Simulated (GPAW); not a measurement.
# O K edge of InHO2 (Pnnm): cell size and cost

How large a supercell does the O K edge of InHO2 (Pnnm) need, and what does it cost? The absorber has 1 H at 1.21 Å and 3 In at 2.19 Å (distorted tetrahedral, site symmetry m).

The runs were made apart and are set side by side; the one with the holes farthest apart serves as the reference. All curves get a further Gaussian of 1.5 eV full width, so that line shapes and meshes matter less.

### 1. Cost and result by level

| run | hole distance (Å) | k mesh | core time | raw zero (eV) | zero less the added terms (eV) | r.m.s. from the reference after the best shift (%) |
| --- | --- | --- | --- | --- | --- | --- |
| GPAW LDA, 16 atoms | 5.6 | 5×5×5 | 11 min | 533.5 | 524.6 | 4 |
| GPAW LDA, 32 atoms | 7.0 | 4×4×4 | 48 min | 533.7 | 524.9 | - |

Times are from shared hosts. The zero: total-energy differences plus the lowest empty eigenvalue of the charged cell, less 8.8 eV, the free-atom term for the hole's spin; LDA puts this hole about 4 eV below PBE, itself good to a few eV.

| E (eV) | GPAW LDA, 16 atoms | GPAW LDA, 32 atoms |
| --- | --- | --- |
| -2.00 | 0.00 | 0.00 |
| -1.25 | 0.00 | 0.00 |
| -0.50 | 0.01 | 0.01 |
| 0.25 | 0.03 | 0.03 |
| 1.00 | 0.11 | 0.11 |
| 1.75 | 0.31 | 0.37 |
| 2.50 | 0.72 | 0.98 |
| 3.25 | 1.36 | 1.67 |
| 4.00 | 1.71 | 1.66 |
| 4.75 | 1.37 | 1.15 |
| 5.50 | 1.00 | 0.99 |
| 6.25 | 1.14 | 1.31 |
| 7.00 | 1.51 | 1.77 |
| 7.75 | 1.93 | 2.15 |
| 8.50 | 2.25 | 2.31 |
| 9.25 | 2.33 | 2.25 |
| 10.00 | 2.21 | 1.99 |
| 10.75 | 1.83 | 1.51 |
| 11.50 | 1.26 | 1.00 |
| 12.25 | 0.81 | 0.67 |
| 13.00 | 0.55 | 0.49 |
| 13.75 | 0.43 | 0.42 |
| 14.50 | 0.43 | 0.43 |
| 15.25 | 0.47 | 0.47 |
| 16.00 | 0.48 | 0.48 |
| 16.75 | 0.47 | 0.46 |
| 17.50 | 0.46 | 0.46 |
| 18.25 | 0.47 | 0.48 |
| 19.00 | 0.50 | 0.51 |
| 19.75 | 0.53 | 0.55 |
| 20.50 | 0.57 | 0.59 |
| 21.25 | 0.64 | 0.67 |
| 22.00 | 0.74 | 0.77 |
| 22.75 | 0.86 | 0.90 |
| 23.50 | 0.99 | 1.03 |
| 24.25 | 1.11 | 1.15 |
| 25.00 | 1.20 | 1.23 |
| 25.75 | 1.24 | 1.26 |
| 26.50 | 1.24 | 1.24 |
| 27.25 | 1.18 | 1.16 |
| 28.00 | 1.08 | 1.05 |
| 28.75 | 0.99 | 0.96 |
| 29.50 | 0.92 | 0.89 |
| 30.25 | 0.89 | 0.85 |
| 31.00 | 0.88 | 0.84 |
| 31.75 | 0.86 | 0.82 |

### 2. Reading

The smallest cell differs from the reference by 4 % r.m.s. after a shift of 0.4 eV at 0.22 of its cost, so it already gives the shape. Its highest intensity below 16 eV lies at 9.2 eV against 8.6 eV. Whether the reference itself is converged wasn't tested.

 Lifetime broadening is put in by hand, and intensities beyond about 20 eV depend on it. Meshes are coarse enough for small ripples in InHO2 (Pnnm) and InHO2 (Pnnm). Some cells keep the holes under 6.5 Å apart, so shapes are probably not fully converged. The structures are entries of the Materials Project (computed), used as given.

[Hosts, paths, dates, database ids (printed as entryN), source tags and the programs' standing remarks are cut or masked in the printed files.]
